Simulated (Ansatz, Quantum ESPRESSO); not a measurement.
# ScB2 (P6/mmm): zone-centre phonons

Which modes does ScB2 (P6/mmm) have at the zone centre?

Main program and level: Quantum ESPRESSO 7.5; DFT LDA, scalar-relativistic, plane waves, GBRV ultrasoft pseudopotentials.

### 1. The starting structure

Symmetry: P6/mmm, No. 191, hexagonal system. The conventional cell has a = 3.150 Å, b = 3.150 Å, c = 3.520 Å, α = 90.00°, β = 90.00°, γ = 120.00°. Sc has 12 B at 2.53 Å nearest. B has 3 B at 1.82 Å and 6 Sc at 2.53 Å nearest. Farther neighbours are not listed.

### 2. A first look

A cheap run with smearing and empty bands tells whether the crystal has a gap, which decides between fixed occupations and smearing later on.

The input, probe.in:

```
&CONTROL
  calculation = 'scf'
  prefix      = 'x'
  outdir      = './tmp'
  pseudo_dir  = './pseudo'
  tprnfor     = .true.
  tstress     = .true.
  verbosity   = 'high'
/
&SYSTEM
  ibrav       = 0
  nat         = 3
  ntyp        = 2
  ecutwfc     = 40.0
  ecutrho     = 240.0
  occupations = 'smearing'
  smearing    = 'gaussian'
  degauss     = 0.01
/
&ELECTRONS
  conv_thr         = 1.0d-07
  mixing_beta      = 0.7
  electron_maxstep = 100
/
ATOMIC_SPECIES
 Sc     44.9559  Sc.upf
 B      10.8100  B.upf
CELL_PARAMETERS angstrom
     3.150000000    0.000000000    0.000000000
    -1.575000000    2.727980020    0.000000000
     0.000000000    0.000000000    3.520000000
ATOMIC_POSITIONS crystal
 Sc     0.000000000   0.000000000   0.000000000
 B      0.333333330   0.666666670   0.500000000
 B      0.666666670   0.333333330   0.500000000
K_POINTS automatic
 6 6 6 0 0 0
```

Run with:

```console
OMP_NUM_THREADS=1 mpirun -n 4 pw.x -nk 4 -in probe.in > probe.out
```

What it wrote:

```text
[banners, grids, parts of the stress and lines that vanish by symmetry left out]
Program PWSCF v.7.5
     Message from routine setup:
     using ibrav=0 with symmetry is DISCOURAGED, use correct ibrav instead
[...]
kinetic-energy cutoff     =      40.0000  Ry
     charge density cutoff     =     240.0000  Ry
     scf convergence threshold =      1.0E-07
[...]
Exchange-correlation=  SLA  PZ   NOGX NOGC
                           (   1   1   0   0   0   0   0)
[...]
24 Sym. Ops., with inversion, found
[...]
(     0          1          0      )
                  (     0          0          1      )
[...]
(  0.0000000  1.0000000  0.0000000 )
                  (  0.0000000  0.0000000  1.0000000 )
[...]
(     0         -1          0      )
                  (     0          0          1      )
[...]
(    -1          0          0      )
                  (     0          0          1      )
[...]
( -0.8660254 -0.5000000  0.0000000 )
                  (  0.0000000  0.0000000  1.0000000 )
[...]
number of k points=    28  Gaussian smearing, width (Ry)=  0.0100
[...]
End of self-consistent calculation
[...]
the Fermi energy is    11.6734 ev
!    total energy              =    -107.27371975 Ry
[...]
convergence has been achieved in   8 iterations
[...]
atom    1 type  1   force =     0.00000000   -0.00000000    0.00000000
     atom    2 type  2   force =     0.00000000    0.00000000    0.00000000
     atom    3 type  2   force =     0.00000000    0.00000000    0.00000000
[...]
Total force =     0.000000     Total SCF correction =     0.000000
[...]
total   stress  (Ry/bohr**3)                   (kbar)     P=      -96.14
[...]
XML data file, charge density, pseudopotentials, collected wavefunctions

   JOB DONE.
```

It took 3.3 s on 4 MPI ranks of Arm Neoverse N1, shared host; 13 s of CPU time.

This step gave:

```
volume per atom   : 10.08 Å³
pressure          : -9.614 GPa
gap on the k-mesh : 0 eV
```

No gap opens on this mesh, so smearing is kept; the start stands at -9.6 GPa.

### 3. Relaxation

The relaxation runs at a cutoff a fifth above that of the response, since stress converges more slowly with the basis than frequencies do. Forces and stress are brought to rest with tight thresholds.

The input, relax.in:

```
&CONTROL
  calculation   = 'vc-relax'
  prefix        = 'x'
  outdir        = './tmp'
  pseudo_dir    = './pseudo'
  tprnfor       = .true.
  tstress       = .true.
  forc_conv_thr = 2.0d-05
  etot_conv_thr = 1.0d-07
  nstep         = 40
/
&SYSTEM
  ibrav       = 0
  nat         = 3
  ntyp        = 2
  ecutwfc     = 48
  ecutrho     = 288.0
  occupations = 'smearing'
  smearing    = 'mv'
  degauss     = 0.02
/
&ELECTRONS
  conv_thr         = 1.0d-11
  mixing_beta      = 0.7
  electron_maxstep = 100
/
&IONS
/
&CELL
  press_conv_thr = 0.2
/
ATOMIC_SPECIES
 Sc     44.9559  Sc.upf
 B      10.8100  B.upf
CELL_PARAMETERS angstrom
     3.150000000    0.000000000    0.000000000
    -1.575000000    2.727980020    0.000000000
     0.000000000    0.000000000    3.520000000
ATOMIC_POSITIONS crystal
 Sc     0.000000000   0.000000000   0.000000000
 B      0.333333330   0.666666670   0.500000000
 B      0.666666670   0.333333330   0.500000000
K_POINTS automatic
 12 12 10 0 0 0
```

Run with:

```console
OMP_NUM_THREADS=1 mpirun -n 4 pw.x -nk 4 -in relax.in > relax.out
```

What it wrote:

```text
[banners, grids, parts of the stress and lines that vanish by symmetry left out]
[banner, memory and clock lines left out]
Program PWSCF v.7.5

[...]
kinetic-energy cutoff     =      48.0000  Ry
     charge density cutoff     =     288.0000  Ry
     scf convergence threshold =      1.0E-11
[...]
energy convergence thresh.=      1.0E-07
     force convergence thresh. =      2.0E-05
     press convergence thresh. =      2.0E-01
     Exchange-correlation=  SLA  PZ   NOGX NOGC
                           (   1   1   0   0   0   0   0)
[...]
24 Sym. Ops., with inversion, found
[...]
number of k points=   114  Marzari-Vanderbilt smearing, width (Ry)=  0.0200
[...]
End of self-consistent calculation
[...]
the Fermi energy is    11.7419 ev
!    total energy              =    -107.27401962 Ry
[...]
convergence has been achieved in  11 iterations
[...]
atom    1 type  1   force =     0.00000000    0.00000000    0.00000000
     atom    2 type  2   force =    -0.00000000   -0.00000000   -0.00000000
     atom    3 type  2   force =    -0.00000000    0.00000000    0.00000000
     Total force =     0.000000     Total SCF correction =     0.000000
[...]
total   stress  (Ry/bohr**3)                   (kbar)     P=      -94.15
[...]
number of bfgs steps    =   0
[...]
CELL_PARAMETERS (angstrom)
[...]
ATOMIC_POSITIONS (crystal)
Sc               0.0000000000        0.0000000000        0.0000000000
B                0.3333333300        0.6666666700        0.5000000000
B                0.6666666700        0.3333333300        0.5000000000
[...]
New effective cutoffs (rho, wfc):  297.17   49.60
[...]
End of self-consistent calculation
[...]
the Fermi energy is    12.3704 ev
!    total energy              =    -107.27723622 Ry
[...]
convergence has been achieved in   7 iterations
[...]
atom    1 type  1   force =     0.00000000    0.00000000    0.00000000
     atom    2 type  2   force =    -0.00000000   -0.00000000   -0.00000000
     atom    3 type  2   force =     0.00000000    0.00000000    0.00000000
     Total force =     0.000000     Total SCF correction =     0.000000
[...]
total   stress  (Ry/bohr**3)                   (kbar)     P=       -0.70
[...]
number of bfgs steps    =   1
[...]
CELL_PARAMETERS (angstrom)
[...]
ATOMIC_POSITIONS (crystal)
Sc               0.0000000000        0.0000000000        0.0000000000
[...]
New effective cutoffs (rho, wfc):  297.66   49.71
[...]
End of self-consistent calculation
[...]
the Fermi energy is    12.3791 ev
!    total energy              =    -107.27726350 Ry
[...]
convergence has been achieved in   7 iterations
[...]
atom    1 type  1   force =     0.00000000   -0.00000000    0.00000000
     atom    2 type  2   force =    -0.00000000    0.00000000   -0.00000000
     atom    3 type  2   force =    -0.00000000   -0.00000000   -0.00000000
     Total force =     0.000000     Total SCF correction =     0.000000
[...]
total   stress  (Ry/bohr**3)                   (kbar)     P=        0.04
[...]
number of bfgs steps    =   2
[...]
CELL_PARAMETERS (angstrom)
[...]
ATOMIC_POSITIONS (crystal)
[...]
New effective cutoffs (rho, wfc):  297.99   49.84
[...]
End of self-consistent calculation
[...]
the Fermi energy is    12.3814 ev
!    total energy              =    -107.27726945 Ry
[...]
convergence has been achieved in   8 iterations
[...]
atom    1 type  1   force =     0.00000000   -0.00000000   -0.00000000
     atom    2 type  2   force =    -0.00000000   -0.00000000    0.00000000
     atom    3 type  2   force =     0.00000000    0.00000000   -0.00000000
     Total force =     0.000000     Total SCF correction =     0.000000
[...]
total   stress  (Ry/bohr**3)                   (kbar)     P=       -0.03
[...]
number of bfgs steps    =   3
[...]
small trust_radius: resetting bfgs history
[...]
CELL_PARAMETERS (angstrom)
[...]
ATOMIC_POSITIONS (crystal)
[...]
New effective cutoffs (rho, wfc):  298.00   49.84
[...]
End of self-consistent calculation
[...]
the Fermi energy is    12.3816 ev
!    total energy              =    -107.27726945 Ry
[...]
convergence has been achieved in   4 iterations
[...]
atom    1 type  1   force =     0.00000000    0.00000000    0.00000000
     atom    2 type  2   force =    -0.00000000    0.00000000    0.00000000
     atom    3 type  2   force =     0.00000000   -0.00000000   -0.00000000
     Total force =     0.000000     Total SCF correction =     0.000000
[...]
total   stress  (Ry/bohr**3)                   (kbar)     P=        0.00
[...]
bfgs converged in   5 scf cycles and   4 bfgs steps
[...]
End of BFGS Geometry Optimization
     Final enthalpy           =    -107.2772694523 Ry
     File ./tmp/x.bfgs deleted, as requested
[...]
CELL_PARAMETERS (angstrom)
[...]
ATOMIC_POSITIONS (crystal)
[...]
B                0.3333333300        0.6666666700        0.5000000000
B                0.6666666700        0.3333333300        0.5000000000
[...]
Final scf calculation at the relaxed structure.
[...]
kinetic-energy cutoff     =      48.0000  Ry
     charge density cutoff     =     288.0000  Ry
     scf convergence threshold =      1.0E-13
[...]
press convergence thresh. =      2.0E-01
     Exchange-correlation=  SLA  PZ   NOGX NOGC
                           (   1   1   0   0   0   0   0)
[...]
24 Sym. Ops., with inversion, found
[...]
number of k points=   114  Marzari-Vanderbilt smearing, width (Ry)=  0.0200
[...]
c_bands:  1 eigenvalues not converged
     c_bands:  1 eigenvalues not converged
     c_bands:  1 eigenvalues not converged
[...]
End of self-consistent calculation
[...]
the Fermi energy is    12.3816 ev
!    total energy              =    -107.27721833 Ry
[...]
convergence has been achieved in  13 iterations
[...]
atom    1 type  1   force =     0.00000000   -0.00000000   -0.00000000
     atom    2 type  2   force =    -0.00000000   -0.00000000   -0.00000000
     atom    3 type  2   force =    -0.00000000    0.00000000   -0.00000000
     Total force =     0.000000     Total SCF correction =     0.000000
[...]
total   stress  (Ry/bohr**3)                   (kbar)     P=        0.17
[...]
XML data file, charge density, pseudopotentials, collected wavefunctions
```

Run time: 69 s. Hardware: 4 MPI ranks; 4.6 min of CPU time.

Relaxation path:

```
step  energy less that of the first step (eV)  largest force (eV/Å)  pressure (GPa)  volume (Å³)
   1                                   0.0000                0.0000           -9.42        30.25
   2                                  -0.0438                0.0000           -0.07        28.82
   3                                  -0.0441                0.0000            0.00        28.80
   4                                  -0.0442                0.0000            0.00        28.80
   5                                  -0.0442                0.0000            0.00        28.79
   6                                  -0.0435                0.0000            0.02        28.79
```

```
conventional cell, symmetrised  before  after  change
                         a (Å)   3.150  3.103  -1.5 %
                         b (Å)   3.150  3.103  -1.5 %
                         c (Å)   3.520  3.454  -1.9 %
              volume (Å³/atom)   10.08   9.60  -4.8 %
```

The relaxed structure:

```
Sc B
1.0
     3.10263    0.00000    0.00000
    -1.55131    2.68695    0.00000
     0.00000    0.00000    3.45402
Sc B
1 2
Cartesian
  0.0000 0.0000 0.0000
  0.0000 1.7913 1.7270
  1.5513 0.8957 1.7270
```

The last row of the table of steps is pw.x's closing run on a basis chosen anew for the final cell, so its energy can jump.

Numbers from this step:

* volume per atom: 9.598 Å³
* pressure: 0.01767 GPa

The volume changes by -4.8 % from the cell with which this run began.

### 4. Ground state

Perturbation theory inherits every error of the wavefunctions, so the threshold is set near the limit of the arithmetic. Smearing stays on, as the first look found no gap above 0.3 eV.

The input, scf.in:

```
&CONTROL
  calculation = 'scf'
  prefix      = 'x'
  outdir      = './tmp'
  pseudo_dir  = './pseudo'
  tprnfor     = .true.
  tstress     = .true.
/
&SYSTEM
  ibrav       = 0
  nat         = 3
  ntyp        = 2
  ecutwfc     = 40.0
  ecutrho     = 240.0
  occupations = 'smearing'
  smearing    = 'mv'
  degauss     = 0.02
/
&ELECTRONS
  conv_thr         = 1.0d-12
  mixing_beta      = 0.7
  electron_maxstep = 100
/
ATOMIC_SPECIES
 Sc     44.9559  Sc.upf
 B      10.8100  B.upf
CELL_PARAMETERS angstrom
     3.102626354    0.000000000    0.000000000
    -1.551313177    2.686953241    0.000000000
     0.000000000    0.000000000    3.454016503
ATOMIC_POSITIONS crystal
 Sc     0.000000000   0.000000000   0.000000000
 B      0.333333333   0.666666667   0.500000000
 B      0.666666667   0.333333333   0.500000000
K_POINTS automatic
 12 12 10 0 0 0
```

Run with:

```console
OMP_NUM_THREADS=1 mpirun -n 4 pw.x -nk 4 -in scf.in > scf.out
```

What it wrote:

```text
[banners, grids, parts of the stress and lines that vanish by symmetry left out]
[banner, memory and clock lines left out]
Program PWSCF v.7.5

[...]
kinetic-energy cutoff     =      40.0000  Ry
     charge density cutoff     =     240.0000  Ry
     scf convergence threshold =      1.0E-12
[...]
Exchange-correlation=  SLA  PZ   NOGX NOGC
                           (   1   1   0   0   0   0   0)
[...]
24 Sym. Ops., with inversion, found
[...]
number of k points=   114  Marzari-Vanderbilt smearing, width (Ry)=  0.0200
[...]
End of self-consistent calculation
[...]
the Fermi energy is    12.3819 ev
!    total energy              =    -107.27695335 Ry
[...]
convergence has been achieved in  13 iterations
[...]
atom    1 type  1   force =     0.00000000    0.00000000    0.00000000
     atom    2 type  2   force =    -0.00000000    0.00000000   -0.00000000
     atom    3 type  2   force =     0.00000000    0.00000000    0.00000000
     Total force =     0.000000     Total SCF correction =     0.000000
[...]
total   stress  (Ry/bohr**3)                   (kbar)     P=       -0.53
[...]
XML data file, charge density, pseudopotentials, collected wavefunctions
```

The job ended after 12 s (4 MPI ranks).

This step gave:

| Quantity | Value |
| --- | --- |
| pressure | -0.053 GPa |

The cell stands at -0.053 GPa, close enough for phonons.

[end of part 1 of 3]

[Host names and launcher messages were left out of these logs when they were recorded.]

[Logs are printed without paths, hosts, clocks, repeated set-up lines and the standing remarks that a program may print on its own settings, such as how far it seeks lower states.]

[Hosts, paths, dates, database ids (printed as entryN), source tags and the programs' standing remarks are cut or masked in the printed files.]
